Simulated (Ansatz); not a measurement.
# Converging the field response of a MgO (001) film, part 2 of 3

Aim: a convergence study of the equivalent conductor thickness of a MgO (001) film, with the cost of each setting.

Ansatz 0.2.0; plane-wave DFT, PBE, Ansatz PAW (the session's first sound run).

So far, equivalent conductor thickness p/(ε₀AE) (Å): step 2 (single point, setting first choice) 8.34; step 5 (single point, box 26.4 Å (run 2)) 8.35; step 6 (run, box 26.4 Å (run 2)) 10.1; step 7 (single point, box 26.4 Å (run 3)) 8.75; step 8 (run, box 26.4 Å (run 3)) 8.34.

### 9. Run, box 26.4 Å (run 4)

input.yaml

```yaml
crystal:
  lattice:
    - [2.97691955, 0.0, 0.0]
    - [0.0, 2.97691955, 0.0]
    - [0.0, 0.0, 26.42]
  atoms:
    - { symbol: Mg, position: [0.5, 0.5, 0.340651022] }
    - { symbol: O, position: [0.0, 0.0, 0.340651022] }
    - { symbol: Mg, position: [0.0, 0.0, 0.420325511] }
    - { symbol: O, position: [0.5, 0.5, 0.420325511] }
    - { symbol: Mg, position: [0.5, 0.5, 0.5] }
    - { symbol: O, position: [0.0, 0.0, 0.5] }
    - { symbol: Mg, position: [0.0, 0.0, 0.579674489] }
    - { symbol: O, position: [0.5, 0.5, 0.579674489] }
    - { symbol: Mg, position: [0.5, 0.5, 0.659348978] }
    - { symbol: O, position: [0.0, 0.0, 0.659348978] }
kpoints:
  mp_grid: { grid: [20, 20, 1] }
hamiltonian:
  xc: pbe
scf:
  occupations: { method: fixed }
  convergence: { dr2_threshold: 1.0e-10 }
efield:
  axis: 3
  dipole_correction: true
  ramp_position: 0.97
  ramp_width: 0.06
  amplitude: 0.1
output:
  write_potential: true
  write_density: true
  volumetric_format: npy
```

Started as:

```bash
$ ansatz run input.yaml --threads 2 --pin off --max-ram 3072MiB --backend cpu --events-out ev --progress --plain --runs-dir out
```

Numbers of over 12 decimals in the logs are rounded to 6 here.

The log of the run:

```text
[...]
Crystal: 10 atoms, lattice volume = 234.135 Å³
Basis set: ecut = 420 eV, 4453 PW (Γ)
Bands: 50, of which v1, the nominal top of the filled ones, is band 40 counted from 1 (39 counted from 0)
Symmetry: 8 space group operations
k-points: 66 of 400
[...]
k-point 0: bands = [... 36 lower, 0.1282, 0.1282, 0.3748, 0.3748, 3.5418, 3.9964, 4.8791, 5.8085, ... 6 higher]
  k-point 1: bands = [... 36 lower, 0.1256, 0.1665, 0.2837, 0.3694, 3.5998, 4.0548, 4.9283, 5.8692, ... 6 higher]
  k-point 2: bands = [... 36 lower, 0.0155, 0.1174, 0.2360, 0.3532, 3.7560, 4.2157, 5.0716, 6.0304, ... 6 higher]
  k-point 65: bands = [... 36 lower, -1.1245, -1.0405, -0.4955, -0.2437, 8.5534, 8.8763, 9.8246, 9.8246, ... 6 higher]
[key lines of the parts left out:]
SCF converged after 13 iterations
Free energy (F): -12469.713244 eV
Fermi energy:    0.374828 eV
Dipole field:    D = 0.031586 V/Å  (p = 0.040870 e·Å, saw-weighted, corrected)
```

Wall time 58 s (2 threads of Arm Neoverse V1, shared host); peak memory 0.93 GiB; 1.9 min of CPU time.

The dipole corresponds to a conductor 8.345 Å thick, +0.00 % from the first choice, at 3.2 times its CPU time.

### 10. Single point, box 18.4 Å

The cell differs from the one that the last finished run ended in (c 26.420 → 18.420 Å).

input.yaml, the sections that differ from step 9:

```yaml
crystal:
  lattice:
    - [2.97691955, 0.0, 0.0]
    - [0.0, 2.97691955, 0.0]
    - [0.0, 0.0, 18.42]
  atoms:
    - { symbol: Mg, position: [0.5, 0.5, 0.2714440825] }
    - { symbol: O, position: [0.0, 0.0, 0.2714440825] }
    - { symbol: Mg, position: [0.0, 0.0, 0.3857220413] }
    - { symbol: O, position: [0.5, 0.5, 0.3857220413] }
    - { symbol: Mg, position: [0.5, 0.5, 0.5] }
    - { symbol: O, position: [0.0, 0.0, 0.5] }
    - { symbol: Mg, position: [0.0, 0.0, 0.6142779587] }
    - { symbol: O, position: [0.5, 0.5, 0.6142779587] }
    - { symbol: Mg, position: [0.5, 0.5, 0.7285559175] }
    - { symbol: O, position: [0.0, 0.0, 0.7285559175] }
kpoints:
  mp_grid: { grid: [10, 10, 1] }
# hamiltonian, scf, efield, output: as in step 9
```

The log of the run:

```text
[...]
Crystal: 10 atoms, lattice volume = 163.239 Å³
Basis set: ecut = 420 eV, 3105 PW (Γ)
Bands: 50, of which v1, the nominal top of the filled ones, is band 40 counted from 1 (39 counted from 0)
Symmetry: 8 space group operations
k-points: 21 of 100
[...]
k-point 0: bands = [... 36 lower, 2.3783, 2.3783, 2.6252, 2.6252, 5.7801, 6.2939, 7.6360, 8.8434, ... 6 higher]
  k-point 1: bands = [... 36 lower, 2.2660, 2.3677, 2.4863, 2.6036, 6.0029, 6.4998, 7.9280, 9.0250, ... 6 higher]
  k-point 2: bands = [... 36 lower, 2.1755, 2.3332, 2.3932, 2.5411, 6.5229, 7.0097, 8.6456, 9.4955, ... 6 higher]
  k-point 20: bands = [... 36 lower, 1.1261, 1.2101, 1.7549, 2.0068, 10.8028, 11.1265, 12.0768, 12.0768, ... 6 higher]
[key lines of the parts left out:]
SCF converged after 13 iterations
Free energy (F): -12469.713227 eV
Fermi energy:    2.625170 eV
Dipole field:    D = 0.045241 V/Å  (p = 0.040812 e·Å, saw-weighted, corrected)
```

It took 14 s on 2 threads; peak memory 0.43 GiB; 27 s of CPU time.

The dipole corresponds to a conductor 8.333 Å thick, -0.14 % from the first choice, at 0.76 times its CPU time.

### 11. Run, box 22.4 Å

The cell differs from the one that the last finished run ended in (c 18.420 → 22.420 Å).

input.yaml, the sections that differ from step 10:

```yaml
crystal:
  lattice:
    - [2.97691955, 0.0, 0.0]
    - [0.0, 2.97691955, 0.0]
    - [0.0, 0.0, 22.42]
  atoms:
    - { symbol: Mg, position: [0.5, 0.5, 0.312221231] }
    - { symbol: O, position: [0.0, 0.0, 0.312221231] }
    - { symbol: Mg, position: [0.0, 0.0, 0.4061106155] }
    - { symbol: O, position: [0.5, 0.5, 0.4061106155] }
    - { symbol: Mg, position: [0.5, 0.5, 0.5] }
    - { symbol: O, position: [0.0, 0.0, 0.5] }
    - { symbol: Mg, position: [0.0, 0.0, 0.5938893845] }
    - { symbol: O, position: [0.5, 0.5, 0.5938893845] }
    - { symbol: Mg, position: [0.5, 0.5, 0.687778769] }
    - { symbol: O, position: [0.0, 0.0, 0.687778769] }
# kpoints, hamiltonian, scf, efield, output: as in step 10
```

The log of the run:

```text
[...]
Crystal: 10 atoms, lattice volume = 198.687 Å³
Basis set: ecut = 420 eV, 3735 PW (Γ)
Bands: 50, of which v1, the nominal top of the filled ones, is band 40 counted from 1 (39 counted from 0)
Symmetry: 8 space group operations
k-points: 21 of 100
[...]
k-point 0: bands = [... 36 lower, 1.0523, 1.0523, 1.2989, 1.2989, 4.4658, 4.9221, 6.0444, 7.0357, ... 6 higher]
  k-point 1: bands = [... 36 lower, 0.9394, 1.0414, 1.1601, 1.2771, 4.6811, 5.1390, 6.2680, 7.2804, ... 6 higher]
  k-point 2: bands = [... 36 lower, 0.8492, 1.0070, 1.0670, 1.2147, 5.1928, 5.6633, 6.8473, 7.8798, ... 6 higher]
  k-point 20: bands = [... 36 lower, -0.2005, -0.1163, 0.4289, 0.6806, 9.4770, 9.7999, 10.7485, 10.7485, ... 6 higher]
[key lines of the parts left out:]
SCF converged after 13 iterations
Free energy (F): -12469.713305 eV
Fermi energy:    1.298943 eV
Dipole field:    D = 0.037227 V/Å  (p = 0.040876 e·Å, saw-weighted, corrected)
```

Run time: 17 s. Hardware: 2 threads; peak memory 0.47 GiB; 34 s of CPU time.

The dipole corresponds to a conductor 8.346 Å thick, +0.02 % from the first choice, at 0.96 times its CPU time.

### 12. Single point, box 34.4 Å

The cell differs from the one that the last finished run ended in (c 22.420 → 34.420 Å).

input.yaml, the sections that differ from step 11:

```yaml
crystal:
  lattice:
    - [2.97691955, 0.0, 0.0]
    - [0.0, 2.97691955, 0.0]
    - [0.0, 0.0, 34.42]
  atoms:
    - { symbol: Mg, position: [0.5, 0.5, 0.3776873911] }
    - { symbol: O, position: [0.0, 0.0, 0.3776873911] }
    - { symbol: Mg, position: [0.0, 0.0, 0.4388436955] }
    - { symbol: O, position: [0.5, 0.5, 0.4388436955] }
    - { symbol: Mg, position: [0.5, 0.5, 0.5] }
    - { symbol: O, position: [0.0, 0.0, 0.5] }
    - { symbol: Mg, position: [0.0, 0.0, 0.5611563045] }
    - { symbol: O, position: [0.5, 0.5, 0.5611563045] }
    - { symbol: Mg, position: [0.5, 0.5, 0.6223126089] }
    - { symbol: O, position: [0.0, 0.0, 0.6223126089] }
# kpoints, hamiltonian, scf, efield, output: as in step 11
```

The log of the run:

```text
[...]
Crystal: 10 atoms, lattice volume = 305.032 Å³
Basis set: ecut = 420 eV, 5791 PW (Γ)
Bands: 50, of which v1, the nominal top of the filled ones, is band 40 counted from 1 (39 counted from 0)
Symmetry: 8 space group operations
k-points: 21 of 100
[...]
k-point 0: bands = [... 36 lower, -1.0762, -1.0762, -0.8295, -0.8295, 2.3376, 2.7919, 3.4602, 4.1650, ... 6 higher]
  k-point 1: bands = [... 36 lower, -1.1888, -1.0869, -0.9684, -0.8512, 2.5516, 3.0116, 3.6386, 4.3725, ... 6 higher]
  k-point 2: bands = [... 36 lower, -1.2792, -1.1214, -1.0616, -0.9137, 3.0622, 3.5393, 4.1561, 4.9261, ... 6 higher]
  k-point 20: bands = [... 36 lower, -2.3287, -2.2447, -1.6995, -1.4478, 7.3489, 7.6718, 8.6203, 8.6203, ... 6 higher]
[key lines of the parts left out:]
SCF converged after 13 iterations
Free energy (F): -12469.712924 eV
Fermi energy:    -0.829516 eV
Dipole field:    D = 0.024242 V/Å  (p = 0.040866 e·Å, saw-weighted, corrected)
```

Wall time 23 s (2 threads); peak memory 0.62 GiB.

The dipole corresponds to a conductor 8.344 Å thick, -0.01 % from the first choice, at 1.3 times its CPU time.

### 13. Run, box 26.4 Å (run 5)

input.yaml, the sections that differ from step 12:

```yaml
crystal:
  lattice:
    - [2.97691955, 0.0, 0.0]
    - [0.0, 2.97691955, 0.0]
    - [0.0, 0.0, 26.42]
  atoms:
    - { symbol: Mg, position: [0.5, 0.5, 0.340651022] }
    - { symbol: O, position: [0.0, 0.0, 0.340651022] }
    - { symbol: Mg, position: [0.0, 0.0, 0.420325511] }
    - { symbol: O, position: [0.5, 0.5, 0.420325511] }
    - { symbol: Mg, position: [0.5, 0.5, 0.5] }
    - { symbol: O, position: [0.0, 0.0, 0.5] }
    - { symbol: Mg, position: [0.0, 0.0, 0.579674489] }
    - { symbol: O, position: [0.5, 0.5, 0.579674489] }
    - { symbol: Mg, position: [0.5, 0.5, 0.659348978] }
    - { symbol: O, position: [0.0, 0.0, 0.659348978] }
efield:
  axis: 3
  dipole_correction: true
  ramp_position: 0.97
  ramp_width: 0.06
  amplitude: 0.005
# kpoints, hamiltonian, scf, output: as in step 12
```

The log of the run:

```text
[...]
Crystal: 10 atoms, lattice volume = 234.135 Å³
Basis set: ecut = 420 eV, 4453 PW (Γ)
Bands: 50, of which v1, the nominal top of the filled ones, is band 40 counted from 1 (39 counted from 0)
Symmetry: 8 space group operations
k-points: 21 of 100
[...]
k-point 0: bands = [... 36 lower, 0.1414, 0.1414, 0.3476, 0.3476, 3.7107, 3.8424, 5.1664, 5.6621, ... 6 higher]
  k-point 1: bands = [... 36 lower, 0.0068, 0.1320, 0.2222, 0.3238, 3.9570, 4.0290, 5.3651, 5.8565, ... 6 higher]
  k-point 2: bands = [... 36 lower, -0.0692, 0.1031, 0.1269, 0.2533, 4.4988, 4.5237, 5.9076, 6.3968, ... 6 higher]
  k-point 20: bands = [... 36 lower, -1.1336, -1.0578, -0.3879, -0.3508, 8.6929, 8.7388, 9.8400, 9.8400, ... 6 higher]
[key lines of the parts left out:]
SCF converged after 13 iterations
Free energy (F): -12469.711310 eV
Fermi energy:    0.347584 eV
Dipole field:    D = 0.001579 V/Å  (p = 0.002043 e·Å, saw-weighted, corrected)
```

Wall time 18 s (2 threads); peak memory 0.52 GiB.

The dipole corresponds to a conductor 8.344 Å thick, -0.01 % from the first choice, at 1.0 times its CPU time.

### 14. Run, box 26.4 Å (run 6)

Edit input.yaml of step 13 so:

```diff
@@ -28,3 +28,3 @@
   ramp_width: 0.06
-  amplitude: 0.005
+  amplitude: 0.03
 output:
```

The log of the run:

```text
[...]
Crystal: 10 atoms, lattice volume = 234.135 Å³
Basis set: ecut = 420 eV, 4453 PW (Γ)
Bands: 50, of which v1, the nominal top of the filled ones, is band 40 counted from 1 (39 counted from 0)
Symmetry: 8 space group operations
k-points: 21 of 100
[...]
k-point 0: bands = [... 36 lower, 0.1400, 0.1400, 0.3502, 0.3502, 3.6839, 3.8679, 5.1310, 5.6913, ... 6 higher]
  k-point 1: bands = [... 36 lower, 0.0076, 0.1305, 0.2234, 0.3266, 3.9163, 4.0685, 5.3286, 5.8864, ... 6 higher]
  k-point 2: bands = [... 36 lower, -0.0697, 0.1008, 0.1283, 0.2571, 4.4394, 4.5821, 5.8697, 6.4271, ... 6 higher]
  k-point 20: bands = [... 36 lower, -1.1328, -1.0562, -0.4106, -0.3280, 8.6632, 8.7684, 9.8387, 9.8387, ... 6 higher]
[key lines of the parts left out:]
SCF converged after 13 iterations
Free energy (F): -12469.711489 eV
Fermi energy:    0.350173 eV
Dipole field:    D = 0.009475 V/Å  (p = 0.012259 e·Å, saw-weighted, corrected)
```

Run time: 18 s. Hardware: 2 threads; peak memory 0.52 GiB; 35 s of CPU time.

The dipole corresponds to a conductor 8.344 Å thick, -0.01 % from the first choice, at 0.99 times its CPU time.

### 15. Run, box 26.4 Å (run 7)

Edit input.yaml of step 14 so:

```diff
@@ -28,3 +28,3 @@
   ramp_width: 0.06
-  amplitude: 0.03
+  amplitude: 0.3
 output:
```

The log of the run:

```text
[...]
Crystal: 10 atoms, lattice volume = 234.135 Å³
Basis set: ecut = 420 eV, 4453 PW (Γ)
Bands: 50, of which v1, the nominal top of the filled ones, is band 40 counted from 1 (39 counted from 0)
Symmetry: 8 space group operations
k-points: 21 of 100
[...]
k-point 0: bands = [... 36 lower, 0.0961, 0.0961, 0.5212, 0.5212, 3.0265, 3.8969, 4.3808, 5.3468, ... 6 higher]
  k-point 1: bands = [... 36 lower, 0.0786, 0.0857, 0.3321, 0.5054, 3.2170, 4.0887, 4.6222, 5.5776, ... 6 higher]
  k-point 2: bands = [... 36 lower, -0.0907, 0.0547, 0.2404, 0.4611, 3.7110, 4.6094, 5.1773, 6.1771, ... 6 higher]
  k-point 20: bands = [... 36 lower, -1.0572, -0.9499, -0.7434, 0.0012, 8.2264, 9.1864, 9.7058, 9.7058, ... 6 higher]
[key lines of the parts left out:]
SCF converged after 13 iterations
Free energy (F): -12469.729703 eV
Fermi energy:    0.521199 eV
Dipole field:    D = 0.094847 V/Å  (p = 0.122724 e·Å, saw-weighted, corrected)
```

The job ended after 18 s (2 threads; peak memory 0.53 GiB; 36 s of CPU time).

The dipole corresponds to a conductor 8.353 Å thick, +0.09 % from the first choice, at 1.0 times its CPU time.

### 16. Run, box 26.4 Å (run 8)

Edit input.yaml of step 15 so:

```diff
@@ -22,3 +22,3 @@
   occupations: { method: fixed }
-  convergence: { dr2_threshold: 1.0e-10 }
+  convergence: { dr2_threshold: 0.0001 }
 efield:
@@ -28,3 +28,3 @@
   ramp_width: 0.06
-  amplitude: 0.3
+  amplitude: 0.1
 output:
```

The log of the run:

```text
[...]
Crystal: 10 atoms, lattice volume = 234.135 Å³
Basis set: ecut = 420 eV, 4453 PW (Γ)
Bands: 50, of which v1, the nominal top of the filled ones, is band 40 counted from 1 (39 counted from 0)
Symmetry: 8 space group operations
k-points: 21 of 100
[...]
k-point 0: bands = [... 36 lower, 0.1273, 0.1273, 0.3741, 0.3741, 3.5414, 3.9958, 4.8795, 5.8085, ... 6 higher]
  k-point 1: bands = [... 36 lower, 0.0150, 0.1165, 0.2352, 0.3524, 3.7556, 4.2152, 5.0720, 6.0308, ... 6 higher]
  k-point 2: bands = [... 36 lower, -0.0756, 0.0821, 0.1421, 0.2899, 4.2663, 4.7424, 5.6063, 6.5822, ... 6 higher]
  k-point 20: bands = [... 36 lower, -1.1251, -1.0415, -0.4964, -0.2447, 8.5517, 8.8747, 9.8233, 9.8233, ... 6 higher]
[key lines of the parts left out:]
SCF converged after 8 iterations
Free energy (F): -12469.713347 eV
Fermi energy:    0.374096 eV
Dipole field:    D = 0.031595 V/Å  (p = 0.040881 e·Å, saw-weighted, corrected)
```

Elapsed: 17 s, on 2 threads; peak memory 0.52 GiB.

The dipole corresponds to a conductor 8.347 Å thick, +0.03 % from the first choice, at 0.92 times its CPU time.

### 17. Run, box 26.4 Å (run 9)

Edit input.yaml of step 16 so:

```diff
@@ -22,3 +22,3 @@
   occupations: { method: fixed }
-  convergence: { dr2_threshold: 0.0001 }
+  convergence: { dr2_threshold: 1.0e-06 }
 efield:
```

The log of the run:

```text
[...]
Crystal: 10 atoms, lattice volume = 234.135 Å³
Basis set: ecut = 420 eV, 4453 PW (Γ)
Bands: 50, of which v1, the nominal top of the filled ones, is band 40 counted from 1 (39 counted from 0)
Symmetry: 8 space group operations
k-points: 21 of 100
[...]
k-point 0: bands = [... 36 lower, 0.1274, 0.1274, 0.3740, 0.3740, 3.5417, 3.9961, 4.8794, 5.8084, ... 6 higher]
  k-point 1: bands = [... 36 lower, 0.0147, 0.1166, 0.2351, 0.3523, 3.7559, 4.2155, 5.0719, 6.0305, ... 6 higher]
  k-point 2: bands = [... 36 lower, -0.0757, 0.0822, 0.1419, 0.2899, 4.2666, 4.7427, 5.6062, 6.5819, ... 6 higher]
  k-point 20: bands = [... 36 lower, -1.1253, -1.0413, -0.4962, -0.2445, 8.5530, 8.8758, 9.8238, 9.8238, ... 6 higher]
[key lines of the parts left out:]
SCF converged after 10 iterations
Free energy (F): -12469.713348 eV
Fermi energy:    0.373995 eV
Dipole field:    D = 0.031573 V/Å  (p = 0.040853 e·Å, saw-weighted, corrected)
```

It took 18 s on 2 threads; peak memory 0.52 GiB.

The dipole corresponds to a conductor 8.342 Å thick, -0.04 % from the first choice, at 0.99 times its CPU time.

### 18. Run, box 26.4 Å (run 10)

Edit input.yaml of step 17 so:

```diff
@@ -22,3 +22,3 @@
   occupations: { method: fixed }
-  convergence: { dr2_threshold: 1.0e-06 }
+  convergence: { dr2_threshold: 1.0e-08 }
 efield:
```

The log of the run:

```text
[...]
Crystal: 10 atoms, lattice volume = 234.135 Å³
Basis set: ecut = 420 eV, 4453 PW (Γ)
Bands: 50, of which v1, the nominal top of the filled ones, is band 40 counted from 1 (39 counted from 0)
Symmetry: 8 space group operations
k-points: 21 of 100
[...]
k-point 0: bands = [... 36 lower, 0.1282, 0.1282, 0.3748, 0.3748, 3.5418, 3.9964, 4.8791, 5.8085, ... 6 higher]
  k-point 1: bands = [... 36 lower, 0.0155, 0.1174, 0.2360, 0.3532, 3.7560, 4.2157, 5.0716, 6.0304, ... 6 higher]
  k-point 2: bands = [... 36 lower, -0.0749, 0.0830, 0.1427, 0.2907, 4.2666, 4.7429, 5.6059, 6.5817, ... 6 higher]
  k-point 20: bands = [... 36 lower, -1.1245, -1.0405, -0.4955, -0.2437, 8.5533, 8.8763, 9.8246, 9.8246, ... 6 higher]
[key lines of the parts left out:]
SCF converged after 11 iterations
Free energy (F): -12469.713348 eV
Fermi energy:    0.374826 eV
Dipole field:    D = 0.031586 V/Å  (p = 0.040870 e·Å, saw-weighted, corrected)
```

Wall time 17 s (2 threads); peak memory 0.53 GiB.

The dipole corresponds to a conductor 8.345 Å thick, +0.00 % from the first choice, at 0.95 times its CPU time.

### 19. Run, box 26.4 Å (run 11)

This step: plane-wave DFT, LDA, Ansatz PAW (Ansatz 0.2.0).

Edit input.yaml of step 18 so:

```diff
@@ -19,6 +19,6 @@
 hamiltonian:
-  xc: pbe
+  xc: lda
 scf:
   occupations: { method: fixed }
-  convergence: { dr2_threshold: 1.0e-08 }
+  convergence: { dr2_threshold: 1.0e-10 }
 efield:
```

The log of the run:

```text
[...]
Crystal: 10 atoms, lattice volume = 234.135 Å³
Basis set: ecut = 420 eV, 4453 PW (Γ)
Bands: 50, of which v1, the nominal top of the filled ones, is band 40 counted from 1 (39 counted from 0)
Symmetry: 8 space group operations
k-points: 21 of 100
[...]
k-point 0: bands = [... 36 lower, -0.2427, -0.2427, 0.0093, 0.0093, 3.2490, 3.6773, 4.8410, 5.5658, ... 6 higher]
  k-point 1: bands = [... 36 lower, -0.3525, -0.2535, -0.1310, -0.0130, 3.4768, 3.9030, 5.0354, 5.8246, ... 6 higher]
  k-point 2: bands = [... 36 lower, -0.4446, -0.2881, -0.2249, -0.0776, 3.9952, 4.4370, 5.5746, 6.4907, ... 6 higher]
  k-point 20: bands = [... 36 lower, -1.5147, -1.4299, -0.8711, -0.6205, 7.9827, 8.3014, 9.2667, 9.2667, ... 6 higher]
[key lines of the parts left out:]
SCF converged after 13 iterations
Free energy (F): -12298.911437 eV
Fermi energy:    0.009267 eV
Dipole field:    D = 0.031542 V/Å  (p = 0.040812 e·Å, saw-weighted, corrected)
```

It took 18 s on 2 threads; peak memory 0.51 GiB.

The dipole corresponds to a conductor 8.333 Å thick, -0.14 % from the first choice, at 1.0 times its CPU time.

### 20. Single point, box 26.4 Å (run 4)

This step: plane-wave DFT, r2SCAN, Ansatz PAW (Ansatz 0.2.0).

Edit input.yaml of step 19 so:

```diff
@@ -19,3 +19,3 @@
 hamiltonian:
-  xc: lda
+  xc: r2scan
 scf:
```

The log of the run:

```text
[...]
Crystal: 10 atoms, lattice volume = 234.135 Å³
Basis set: ecut = 500 eV, 6033 PW (Γ), exchange–correlation on 96×96×800 points (64 copies of the dense FFT grid, shifted against one another)
Bands: 50, of which v1, the nominal top of the filled ones, is band 40 counted from 1 (39 counted from 0)
Symmetry: 8 space group operations
k-points: 21 of 100
[...]
k-point 0: bands = [... 36 lower, -0.1835, -0.1835, 0.0703, 0.0703, 3.7795, 4.2809, 4.9811, 6.0192, ... 6 higher]
  k-point 1: bands = [... 36 lower, -0.2835, -0.1956, -0.0711, 0.0476, 3.9806, 4.4911, 5.1661, 6.2102, ... 6 higher]
  k-point 2: bands = [... 36 lower, -0.3919, -0.2338, -0.1700, -0.0175, 4.4881, 5.0135, 5.6908, 6.7453, ... 6 higher]
  k-point 20: bands = [... 36 lower, -1.4565, -1.3673, -0.8287, -0.5594, 9.0945, 9.4537, 10.3743, 10.3743, ... 6 higher]
[key lines of the parts left out:]
SCF converged after 13 iterations
Free energy (F): -12490.439730 eV
Fermi energy:    0.070350 eV
Dipole field:    D = 0.030577 V/Å  (p = 0.039565 e·Å, saw-weighted, corrected)
```

The job ended after 46 s (2 threads; peak memory 0.93 GiB).

The dipole corresponds to a conductor 8.079 Å thick, -3.19 % from the first choice, at 2.6 times its CPU time.

(Part 2 of 3 ends here.)

[Logs are printed without paths, hosts, clocks, repeated set-up lines and the standing remarks that a program may print on its own settings, such as how far it seeks lower states.]

[Hosts, paths, dates, database ids (printed as entryN), source tags and the programs' standing remarks are cut or masked in the printed files.]

[Maps of the electrostatic potential energy from Ansatz leave out the sawtooth potential of an applied field or a dipole correction, so their vacuum need not be flat; planar profiles and work functions include it.]
